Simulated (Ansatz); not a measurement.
In doubt: masses and optical values from hybrid runs of this build are listed as unsure, which bears on the screening that GW takes from such a start.

Rows from a G0W0 calculation on MoS2 (P6_3/mmc) (Ansatz 0.2.0; G0W0 on HSE06, plane waves, PAW; 6×6×2 mesh, 243 empty bands, screening to 100 eV), in eV. Spin-orbit coupling is left out.

The database entry behind the starting cell differs from later determinations by our own check (about 0.3 % long), so it need not match the best structure at ambient conditions.

| row | k | band | start | Σx | Σc at the solution | Vxc |
| --- | --- | --- | --- | --- | --- | --- |
| A | Γ | v2 | 9.272 | -18.729 | 1.132 | -17.869 |
| B | (0.167, 0.167, 0.000) | c2 | 12.784 | -14.289 | -4.116 | -18.685 |
| C | (0.167, 0.167, 0.000) | c1 | 11.967 | -13.130 | -3.694 | -17.064 |
| D | Γ | c1 | 13.344 | -13.592 | -4.125 | -17.989 |
| E | (0.167, 0.167, 0.000) | v1 | 8.898 | -19.719 | 1.299 | -18.777 |
| F | Γ | v1 | 10.523 | -19.782 | 0.734 | -19.312 |

**Question.** Work out each quasiparticle level and how far it moved.

The quasiparticle equation reads E = start + Σx + Σc(E) − Vxc.

| row | E (eV) | shift (eV) |
| --- | --- | --- |
| A | 9.544 | +0.272 |
| B | 13.064 | +0.280 |
| C | 12.207 | +0.240 |
| D | 13.616 | +0.272 |
| E | 9.255 | +0.357 |
| F | 10.787 | +0.264 |

The gap over the computed points goes from 1.44 eV to 1.42 eV.

Limits: not at the basis limit; no spin-orbit coupling.

[Runs of the session that timed out or met a known fault of the program may be left out.]

[Cells called generated may have been cut or substituted from an entry of the Crystallography Open Database or the Materials Project.]

[Hosts, paths, dates, database ids (printed as entryN), source tags and the programs' standing remarks are cut or masked in the printed files.]
